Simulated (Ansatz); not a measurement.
# Relaxing random alloy of the bcc W-Ti line, x = 0.125 (64 atoms)

How does random alloy of the bcc W-Ti line, x = 0.125 (64 atoms) relax, and what do bonds and levels look like afterwards?

Method: Kohn-Sham DFT, PBE, PAW (set soft_2), plane waves, in Ansatz 0.2.0.

Most raw output is cut from this account.

### 1. The structure

The cell holds 64 atoms: 56 W and 8 Ti. Its edges and angles: a = 12.773 Å, b = 12.773 Å, c = 6.386 Å, α = 90.0°, β = 90.0°, γ = 90.0°. It derives from W (bcc W-Ti) and Ti, repeated 4×4×2. Bcc W-Ti: 64 atoms, 8 of 64 W sites given to Ti at random, cell and internal coordinates interpolated linearly between the end members (Vegard's rule); not relaxed, displaced by a Gaussian of 0.02 Å. Lattice constants are starting values near those of PBE.

What the set-up can't give: The host structure and its lattice constant were typed by rule, without a check against the phase diagram. No spin–orbit coupling is included, so levels derived from the heavy atoms are approximate.

### 2. Single point at the start

The forces at the start show how far the geometry lies from a minimum of this functional.

Input file input.yaml:

```yaml
crystal:
  lattice:
    - [12.7725, 0.0, 0.0]
    - [0.0, 12.7725, 0.0]
    - [0.0, 0.0, 6.38625]
  atoms:
    - { symbol: W, position: [0.00254, 0.99904, 0.99835] }
    - { symbol: W, position: [0.12332, 0.12636, 0.24279] }
    - { symbol: W, position: [0.00273, 0.99881, 0.501] }
    - { symbol: Ti, position: [0.12461, 0.12729, 0.74355] }
    - { symbol: W, position: [0.9995, 0.2494, 0.00355] }
    - { symbol: Ti, position: [0.12328, 0.37473, 0.24725] }
    - { symbol: W, position: [7.0e-05, 0.25091, 0.49655] }
    - { symbol: W, position: [0.12679, 0.37641, 0.75157] }
[... 52 atom lines left out ...]
    - { symbol: W, position: [0.74801, 0.75049, 0.00158] }
    - { symbol: W, position: [0.87703, 0.87483, 0.24807] }
    - { symbol: W, position: [0.75088, 0.75038, 0.50088] }
    - { symbol: W, position: [0.87489, 0.87682, 0.75116] }
kpoints:
  mp_grid: { grid: [2, 2, 3] }
hamiltonian:
  xc: pbe
scf:
  occupations: { method: fermi_dirac, width: 0.1 }
output:
  forces: true
```

Command:

```sh
ansatz run input.yaml --threads 6 --pin off --max-ram 102400MiB --backend cuda --events-out ev --progress --plain --runs-dir out
```

Elapsed: 6.4 s, on 1 × NVIDIA H100 80GB HBM3 with 6 threads of AMD EPYC 7R13 (Zen 3), shared host; peak memory 1.4 GiB.

That memory is the host's; the program planned up to 18.7 GiB on the GPU.

Read from the output:

```yaml
free_energy: -601551.4008 eV
free_energy_per_atom: -9399.2406 eV/atom
scf_cycles: 7
r_m_s_force_component: 0.365 eV/Å
longest_force: 1.2 eV/Å
fermi_energy: 20.62 eV
```

The r.m.s. force component of 0.37 eV/Å sets the starting point.

Length of the force by element:

```csv
element,coordination,atoms,mean length of the force (eV/Å),spread,least,most
Ti,all,8,0.473,0.183,0.144,0.723
W,all,56,0.585,0.279,0.0871,1.20
```

### 3. Cell and atoms relaxed

The cell is relaxed with the atoms, since the starting lattice needn't suit this functional.

Edit input.yaml of step 2 so:

```diff
@@ -15 +15,5 @@
   forces: true
+relax:
+  f_tol: 0.04
+  max_steps: 150
+  cell: {}
```

The job ended after 26 s (1 × NVIDIA H100 80GB HBM3 with 6 threads; peak memory 1.4 GiB; 47 s of CPU time).

That memory is the host's; the program planned up to 18.7 GiB on the GPU.

The program notes that the band table was not solved further than the SCF left it.

Step by step:

```csv
step,energy less that of the first step (eV),largest force component (eV/Å),pressure (GPa),volume (Å³)
1,0.0000,1.0808,-3.41,1041.83
2,4.2100,2.8325,15.63,982.67
3,-0.8027,0.0637,0.48,1026.76
4,-0.8077,0.0099,0.00,1028.53
5*,-0.8020,0.0099,0.00,1028.53
```

Relaxation steps marked * repeat the geometry before them on a plane-wave basis chosen anew for their cell, so energy and pressure can jump there. Relaxation step 2 was tried and not accepted.

```csv
cell as run,before,after,change
a (Å),12.773,12.715,-0.5 %
b (Å),12.773,12.717,-0.4 %
c (Å),6.386,6.361,-0.4 %
α (°),90.00,90.03,+0.0 %
β (°),90.00,90.02,+0.0 %
volume (Å³/atom),16.28,16.07,-1.3 %
```

The atoms that moved most (Å, as changes of fractional coordinates times the final cell):

```csv
atom,dx,dy,dz,length
W57,-0.049,0.041,0.013,0.065
W26,0.052,0.023,-0.021,0.061
Ti4,0.006,-0.038,0.047,0.060
W42,-0.035,0.041,-0.025,0.060
W58,-0.027,-0.051,0.008,0.059
W24,0.043,0.026,0.009,0.051
W51,0.020,0.042,-0.018,0.050
Ti23,-0.009,-0.027,-0.041,0.050
```

The relaxation changed the energy by -12.5 meV/atom, and atoms moved by 0.034 Å r.m.s., 0.065 Å at most.

### 4. Local order after relaxation

Density 17.2 g/cm³, 16.07 Å³ an atom.

g(r), total and by pair (bins of 0.1 Å):

```csv
r (Å),total,W-W,W-Ti,Ti-Ti
2.65,0.00,0.00,0.00,0.00
2.75,13.50,13.50,13.30,13.30
2.85,0.00,0.00,0.00,0.00
2.95,0.00,0.00,0.00,0.00
3.05,0.00,0.00,0.00,0.00
3.15,7.49,7.30,8.70,0.00
3.25,0.12,0.15,0.00,0.00
3.35,0.00,0.00,0.00,0.00
3.45,0.00,0.00,0.00,0.00
3.55,0.00,0.00,0.00,0.00
3.65,0.00,0.00,0.00,0.00
3.75,0.00,0.00,0.00,0.00
3.85,0.00,0.00,0.00,0.00
3.95,0.00,0.00,0.00,0.00
4.05,0.00,0.00,0.00,0.00
4.15,0.00,0.00,0.00,0.00
4.25,0.00,0.00,0.00,0.00
4.35,0.00,0.00,0.00,0.00
4.45,4.85,5.03,4.01,7.66
4.55,2.75,2.68,2.86,5.00
4.65,0.00,0.00,0.00,0.00
4.75,0.00,0.00,0.00,0.00
4.85,0.00,0.00,0.00,0.00
4.95,0.00,0.00,0.00,0.00
5.05,0.00,0.00,0.00,0.00
5.15,0.00,0.00,0.00,0.00
5.25,11.00,11.00,10.90,11.90
5.35,0.06,0.07,0.00,0.00
5.45,0.92,0.61,2.01,0.85
5.55,2.45,2.72,1.62,0.84
5.65,0.00,0.00,0.00,0.00
5.75,0.00,0.00,0.00,0.00
5.85,0.00,0.00,0.00,0.00
5.95,0.00,0.00,0.00,0.00
6.05,0.00,0.00,0.00,0.00
6.15,0.00,0.00,0.00,0.00
6.25,0.00,0.00,0.00,0.00
6.35,1.88,1.97,1.26,6.29
6.45,0.01,0.01,0.00,0.00
6.55,0.00,0.00,0.00,0.00
6.65,0.00,0.00,0.00,0.00
6.75,0.00,0.00,0.00,0.00
6.85,0.00,0.00,0.00,0.00
6.95,6.40,6.40,6.40,6.39
```

### 5. Single point at the relaxed geometry

The electronic structure is read at the final geometry, in a run of its own.

Input file input.yaml:

```yaml
crystal:
  lattice:
    - [12.71465, 0.00081, -0.00197]
    - [0.00081, 12.71658, -0.00359]
    - [-0.00099, -0.0018, 6.36123]
  atoms:
    - { symbol: W, position: [0.00029, 0.99849, 0.00092] }
    - { symbol: W, position: [0.12482, 0.12588, 0.24932] }
    - { symbol: W, position: [0.9998, 0.99948, 0.50023] }
    - { symbol: Ti, position: [0.12505, 0.12433, 0.75091] }
    [... 54 atom lines left out ...]
    - { symbol: W, position: [0.75024, 0.50069, 0.49998] }
    - { symbol: W, position: [0.87441, 0.62449, 0.74956] }
    - { symbol: W, position: [0.75084, 0.75017, 4.0e-05] }
    - { symbol: W, position: [0.8753, 0.87578, 0.2505] }
    - { symbol: W, position: [0.75009, 0.75014, 0.49999] }
    - { symbol: W, position: [0.8742, 0.87578, 0.74984] }
kpoints:
  mp_grid: { grid: [2, 2, 3] }
hamiltonian:
  xc: pbe
scf:
  occupations: { method: fermi_dirac, width: 0.1 }
output:
  forces: true
  stress: true
  populations: true
  dos:
    method: { smearing: { sigma: 0.08 } }
    de: 0.05
    projected: { site_lists: { Ti: [Ti], W: [W] } }
  eigenvalues: true
  write_density: true
  write_potential: true
  volumetric_format: npy
```

Elapsed: 12 s, on 1 × NVIDIA H100 80GB HBM3 with 6 threads; peak memory 2.5 GiB.

That memory is the host's; the program planned up to 20.5 GiB on the GPU.

Read from the output:

```
free energy                             : -601552.2027 eV
free energy per atom                    : -9399.2532 eV/atom
SCF cycles                              : 7
pressure                                : 0.003571 GPa
r.m.s. force component                  : 0.00291 eV/Å
longest force                           : 0.01012 eV/Å
Fermi energy                            : 20.93 eV
levels partly filled by over 2 per cent : 102
spilling of the projection              : 0.00959
```

Density of states as counts of states in windows of 0.5 eV (from the Fermi level), total and the larger projections:

```csv
from (eV),to (eV),total,W d,W s,Ti d
-10,-9,0.0,0.0,0.0,0.0
-9,-8.5,0.7,0.0,0.6,0.0
-8.5,-8,1.5,0.0,1.4,0.0
-8,-7.5,2.2,0.1,1.9,0.0
-7.5,-7,3.0,0.2,2.5,0.0
-7,-6.5,4.0,0.4,3.2,0.0
-6.5,-6,5.3,1.0,3.8,0.0
-6,-5.5,12.1,4.9,6.2,0.2
-5.5,-5,15.9,10.3,4.7,0.3
-5,-4.5,25.5,17.9,6.0,0.6
-4.5,-4,28.1,21.8,4.1,0.9
-4,-3.5,27.9,23.0,2.1,1.3
-3.5,-3,22.2,19.3,0.9,1.1
-3,-2.5,43.8,40.7,0.7,1.3
-2.5,-2,42.3,37.5,1.1,2.4
-2,-1.5,41.2,34.7,2.1,2.4
-1.5,-1,42.9,32.9,3.2,3.8
-1,-0.5,29.3,20.2,1.8,4.9
-0.5,0,21.1,12.8,1.6,4.5
0,0.5,8.9,5.6,0.4,1.5
0.5,1,21.7,17.0,0.5,3.0
1,1.5,21.7,16.5,0.4,3.4
1.5,2,33.1,26.9,0.5,4.8
```

The stored curve holds about 369 of the 880 electrons; the rest, give or take the few that broadening carries across the Fermi level, lie in deeper levels below its range.

The levels nearest the highest filled one (over half full), pooled over k-points and spins:

```csv
level less the highest filled one (eV),occupation
-0.0427,1.24
-0.0418,1.24
-0.0397,1.23
-0.032,1.19
-0.0165,1.11
0,1.03
0.0218,0.924
0.0265,0.9
0.0364,0.852
0.0434,0.818
0.0474,0.799
0.0591,0.743
```

Valence density in the ab plane at fractional z = 0.000, with atoms of W and Ti within 0.2 Å of it. It is the smooth field of the valence electrons, not physical close to the nuclei.

Ten even steps from '0' (0.22 × 1e0 e/Å³) to '9' (9.07 × 1e0 e/Å³), each cell a mean:
```
541000024531000024431000024541000024
100000000100000000100000000100000001
000000000000000000000000000000000000
000000000000000000000000000000000000
210000002210000002210000002210000002
951000035541000025441000025441000028
740000024531000024531000024541000016
000000001100000000100000000100000000
000000000000000000000000000000000000
000000000000000000000000000000000000
210000001210000012210000012210000012
441000028961000035441000035441000035
431000015740000024531000024531000024
100000000000000001100000000100000000
000000000000000000000000000000000000
000000000000000000000000000000000000
210000012210000012210000002210000012
441000035441000035441000035441000035
531000024431000024431000024431000024
100000000100000000100000000100000001
000000000000000000000000000000000000
000000000000000000000000000000000000
210000002210000012210000002210000002
441000035441000035441000025441000025
```
Columns run along a (12.7 Å), rows up along b (12.7 Å). Atoms in or near the plane, at fractional coordinates: W at (0.00, 0.00), W at (0.00, 0.25), W at (0.00, 0.50), Ti at (0.00, 0.75), W at (0.25, 0.00), W at (0.25, 0.25), Ti at (0.25, 0.50), W at (0.25, 0.75), W at (0.50, 0.00), W at (0.50, 0.25), W at (0.50, 0.50), W at (0.50, 0.75), W at (0.75, 0.00), W at (0.75, 0.25) and more.

Electrostatic potential energy in the ab plane at fractional z = 0.000, with atoms of W and Ti within 0.2 Å of it. With pseudopotentials it is smooth inside the atoms' cores, unlike the true potential.

Ten even steps from '0' (-48 eV) to '9' (22 eV), each cell a mean:
```
025899841026899841026899841025899741
678999986678999986678999986678999986
999999999999999999999999999999999999
999999999999999999899999999899999999
668999864458999964357999864357999976
446999730015899730015899730015899854
457999741026999841026899841025899864
789999986678999986678999986678999987
999999999999999999999999999999999999
899999999999999999899999999899999999
357999976668999864358999864357999864
015899854446999730015899730015899730
026899864457999741026999741026899841
678999987789999986678999986678999987
999999999999999999999999999999999999
999999999899999999899999999899999999
358999964357999864357999864357999864
015899730015899730015899730015899730
026999841026899841026899841026899741
678999986678999986678999986678999986
999999999999999999999999999999999999
999999999899999999899999999899999999
458999864357999864357999964357999974
015899730015899730015899730015899730
```
Columns run along a (12.7 Å; values clipped at the 3rd and 97th percentile), rows up along b (12.7 Å). Atoms in or near the plane, at fractional coordinates: W at (0.00, 0.00), W at (0.00, 0.25), W at (0.00, 0.50), Ti at (0.00, 0.75), W at (0.25, 0.00), W at (0.25, 0.25), Ti at (0.25, 0.50), W at (0.25, 0.75), W at (0.50, 0.00), W at (0.50, 0.25), W at (0.50, 0.50), W at (0.50, 0.75), W at (0.75, 0.00), W at (0.75, 0.25) and more.

Within 0.4 eV of the Fermi level the largest share is W d (68 % of the projected weight).

Local excerpt of 9 atoms (numbers count through the whole input) about W21, picked at random; x, y, z are measured from there.

```csv
atom,x,y,z,distance (Å)
W21,0.00,0.00,0.00,0.00
W22,1.58,1.57,1.59,2.74
W8,-1.61,1.56,-1.59,2.75
W24,1.60,1.57,-1.59,2.75
W20,1.58,-1.61,-1.58,2.75
Ti6,-1.61,1.57,1.59,2.76
W2,-1.60,-1.59,1.59,2.76
Ti4,-1.60,-1.61,-1.58,2.77
W18,1.60,-1.62,1.59,2.78
```

### 6. K-mesh 2×2×5

Large cells are often run on few k-points; this run checks whether the reference had enough.

Edit input.yaml of step 5 so:

```diff
@@ -8,3 +8,3 @@
 kpoints:
-  mp_grid: { grid: [2, 2, 3] }
+  mp_grid: { grid: [2, 2, 5] }
 hamiltonian:
@@ -22,4 +22 @@
   eigenvalues: true
-  write_density: true
-  write_potential: true
-  volumetric_format: npy
```

Elapsed: 12 s, on 1 × NVIDIA H100 80GB HBM3 with 6 threads; peak memory 2.6 GiB.

That memory is the host's; the program planned up to 30.1 GiB on the GPU.

Geometry and reference: those of the single point at the relaxed geometry.

Forces differ from those of the single point at the relaxed geometry by 9.8 meV/Å r.m.s.; the energy by +4.5 meV/atom and the pressure by +0.18 GPa.

### 7. Functional r2SCAN (500 eV)

The meta-GGA r2SCAN uses the kinetic energy density as well as the density and its gradient. Besides, the cutoff goes from 420 to 500 eV.

This step: Kohn-Sham DFT, r2SCAN, PAW (set soft_2), plane waves (Ansatz 0.2.0).

Edit input.yaml of step 6 so:

```diff
@@ -8,5 +8,5 @@
 kpoints:
-  mp_grid: { grid: [2, 2, 5] }
+  mp_grid: { grid: [2, 2, 3] }
 hamiltonian:
-  xc: pbe
+  xc: r2scan
 scf:
```

Wall time 14 s (1 × NVIDIA H100 80GB HBM3 with 6 threads); peak memory 3 GiB.

That memory is the host's; the program planned up to 22.3 GiB on the GPU.

Geometry and reference: those of the single point at the relaxed geometry.

Forces differ from those of the single point at the relaxed geometry by 45 meV/Å r.m.s.; the pressure by -4.0 GPa.

### 8. Functional PBEsol

PBEsol restores the gradient expansion of exchange for slowly varying densities and usually gives shorter bonds in solids than PBE.

This step: Kohn-Sham DFT, PBEsol, PAW (set soft_2), plane waves (Ansatz 0.2.0).

Edit input.yaml of step 7 so:

```diff
@@ -10,3 +10,3 @@
 hamiltonian:
-  xc: r2scan
+  xc: pbesol
 scf:
```

The job ended after 7.9 s (1 × NVIDIA H100 80GB HBM3 with 6 threads; peak memory 2.5 GiB; 17 s of CPU time).

That memory is the host's; the program planned up to 20.5 GiB on the GPU.

Geometry and reference: those of the single point at the relaxed geometry.

Forces differ from those of the single point at the relaxed geometry by 21 meV/Å r.m.s.; the pressure by -8.1 GPa.

### 9. The ladder side by side

Differences are against the single point at the relaxed geometry (Kohn-Sham DFT, PBE, PAW (set soft_2), plane waves), whose r.m.s. force component is 0.00291 eV/Å. Energies are set beside the reference only for runs with its functional, potentials and electron count. Times are for 1 × NVIDIA H100 80GB HBM3 with 6 threads of AMD EPYC 7R13 (Zen 3), shared host. The reference's time includes grids, which some other runs skip.

```csv
run,"Δ force, r.m.s. (meV/Å)",Δ energy (meV/atom),Δ pressure (GPa),cycles,time,host memory (GiB),planned on the GPU (GiB)
reference,-,-,-,7,12 s,2.5,20
k-mesh 2×2×5,9.81,4.48,0.184,7,12 s,2.6,30
functional r2SCAN (500 eV),44.8,-,-3.98,12,14 s,3.0,22
functional PBEsol,21.4,-,-8.11,7,7.9 s,2.5,20
```

### 10. Summary of results

| Property | Result |
| --- | --- |
| energy change in the relaxation | -12.53 meV/atom |
| r.m.s. displacement | 0.034 Å |
| largest displacement | 0.065 Å |
| free energy per atom | -9399.2532 eV/atom |
| density | 17.24 g/cm³ |
| pressure | 0.003571 GPa |
| r.m.s. force component | 0.00291 eV/Å |
| wall time of the 6 DFT runs | 77 s |

Relaxation lowers the energy by 12.5 meV/atom and moves atoms by 0.034 Å r.m.s.; the r.m.s. force component goes from 0.37 to 0.0029 eV/Å. Displacements are taken in the final cell, so they leave out its strain. The cell shrank by 1.3 % in volume. From the first step to the last the energy fell by 0.802 eV, across changes of basis, and the largest move was 0.06 Å (W57). 102 levels are partly filled, by over 2 % (on the run's k-points), as in a metal.

Among the changes of functional, dispersion, potentials or spin set against this reference, functional r2SCAN (500 eV) moves the forces most, by 45 meV/Å r.m.s.

[Logs are printed without paths, hosts, clocks, repeated set-up lines and the standing remarks that a program may print on its own settings, such as how far it seeks lower states.]

[Hosts, paths, dates, database ids (printed as entryN), source tags and the programs' standing remarks are cut or masked in the printed files.]
